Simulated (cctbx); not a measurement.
## What resolution and counting buy: TlAg2P2HO8

Space group P-1 (no. 2), a = 5.3110 Å, b = 8.7410 Å, c = 9.4280 Å, α = 98.12°, β = 102.19°, γ = 105.25°.

```
atom  mult.       x       y       z  Ueq (Å²)
 Tl1      2  0.6013  0.8204  0.7902    0.0093
 Ag1      2  0.3400  0.6320  0.3891    0.0130
 Ag2      2  0.7886  0.8633  0.2305    0.0118
  P1      2  0.9109  0.7594  0.5705    0.0156
  P2      2  0.1679  0.7658  0.0625    0.0192
  O1      2  0.7263  0.6160  0.6562    0.0228
  O2      2  0.2617  0.6850  0.9093    0.0217
  O3      2  0.7440  0.7353  0.3909    0.0234
  O4      2  0.1053  0.6455  0.1711    0.0192
  O5      2  0.2397  0.7540  0.5911    0.0187
  O6      2  0.8681  0.8012  0.9967    0.0208
  O7      2  0.9083  0.9333  0.6867    0.0228
  O8      2  0.4106  0.9235  0.1321    0.0234
  H1      2  0.1271  0.5503  0.8647    0.0504
```

This is a model crystal, built by substitution and not relaxed, with assumed displacement parameters.

Five simulated data sets (cctbx; Mo Kα, λ = 0.71073 Å; 4 % proportional error) differ in resolution or exposure (noise floor 15 counts in the first three, 8 in the last two). Each is refined with the right model, isotropic at 1.1 Å and anisotropic otherwise. How do the figures of merit and the uncertainties move?

| d min (Å) | top counts | ⟨I/σ⟩ (unmerged, absences included) | unique | param. (scale apart) | Rint | R1 | GooF | largest s.u. xyz (fractional) | s.u. U of H1 (Å²) | largest error (Å) |
| --- | --- | --- | --- | --- | --- | --- | --- | --- | --- | --- |
| 1.1 | 40000 | 19.1 | 611 | 56 | 0.024 | 0.0142 | 0.91 | 0.02019 | 0.0302 | 0.1168 |
| 0.84 | 40000 | 17.8 | 1367 | 121 | 0.024 | 0.0157 | 0.94 | 0.01279 | 0.0166 | 0.0682 |
| 0.6 | 40000 | 15.4 | 3750 | 121 | 0.027 | 0.0183 | 0.94 | 0.01136 | 0.0130 | 0.0056 |
| 0.75 | 300 | 1.9 | 1901 | 121 | 0.220 | 0.0941 | 0.93 | 0.14288 | 0.2183 | 0.5311 |
| 0.75 | 3000 | 8.1 | 1901 | 121 | 0.046 | 0.0324 | 0.93 | 0.03293 | 0.0443 | 0.0271 |

The number of reflections grows roughly as 1/d³: 611, 1367 and 3750 here. R1 follows the noise rather than the truth: at 300 counts it is 0.0941, at 3000 counts 0.0324, while GooF is 0.93 and 0.93: the weights 1/σ² carry the noise. The s.u. of U (U11 where anisotropic) for H1 goes 0.0302, 0.0166, 0.0130 Å² with resolution and 0.2183, 0.0443 Å² with exposure.

Hardware for the 0.6 Å refinement: 0.86 s on 1 thread of Arm Neoverse N1, on a shared host, peak memory 0.1 GiB.

[Logs are printed without paths, hosts, clocks, repeated set-up lines and the standing remarks that a program may print on its own settings, such as how far it seeks lower states.]
